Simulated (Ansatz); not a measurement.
In doubt: masses and optical values from hybrid runs of this build are listed as unsure (in some of the runs), which bears on the screening that GW takes from such a start.

Two G0W0 runs on SiO2 (Quartz).

It takes space group P3_121 (No. 152, trigonal). Conventional cell: a = 4.916 Å, b = 4.916 Å, c = 5.409 Å, α = 90.00°, β = 90.00°, γ = 120.00°. Nearest to Si lie 4 O at 1.61 Å. O has 2 Si at 1.61 Å nearest. Farther neighbours and most contacts between anions are not listed.

```xyz
9
Lattice="4.9158 0.0000 0.0000 -2.4579 4.2572 0.0000 0.0000 0.0000 5.4091" Properties=species:S:1:pos:R:3 pbc="T T T"
Si    2.6068    0.0000    1.8030
Si   -1.3034    2.2576    3.6061
Si    1.1545    1.9996    0.0000
O    -0.2994    1.7633    4.7654
O     1.0805    3.1163    1.1594
O    -0.7811    3.6348    2.9624
O     1.6768    0.6224    0.6437
O     2.1585    2.4939    4.2497
O     3.5384    1.1409    2.4467
```

The cell and positions come from the Crystallography Open Database and are kept as given unless a step says otherwise.

The first (Ansatz 0.2.0; start PBE, 6×6×4 mesh, 241 empty bands, screening to 96 eV, hard PAW files; 1 × NVIDIA H100 80GB HBM3 (shared by 6 runs) with 3 threads of AMD EPYC 7R13 (Zen 3), shared host) gave, on its mesh: starting gap 6.00 eV, G0W0 gap 8.78 eV, RPA ε∞ (mean) 2.36, 1.9 min.

The second gave: starting gap 8.60 eV, G0W0 gap 9.74 eV, RPA ε∞ (mean) 2.07, 86 s.

What was changed in the input? Choose among start, files, mesh, bands and cutoff, frequency model or another key.

Changed: start from PBE to PBE0 and files from hard PAW to default PAW. A jump of this size in the start, with ε∞ moving the other way, marks another functional. Other changes could give like numbers; this is the one that was made.

Limits: not at the basis limit.

[Paths, hosts, dates, memory and timing lines, banners, echoed tables and standing remarks are left out of the program output.]

[Logs are printed without paths, hosts, clocks, repeated set-up lines and the standing remarks that a program may print on its own settings, such as how far it seeks lower states.]

[Runs of the session that timed out or met a known fault of the program may be left out.]

[Cells called generated may have been cut or substituted from an entry of the Crystallography Open Database or the Materials Project.]

[Hosts, paths, dates, database ids (printed as entryN), source tags and the programs' standing remarks are cut or masked in the printed files.]
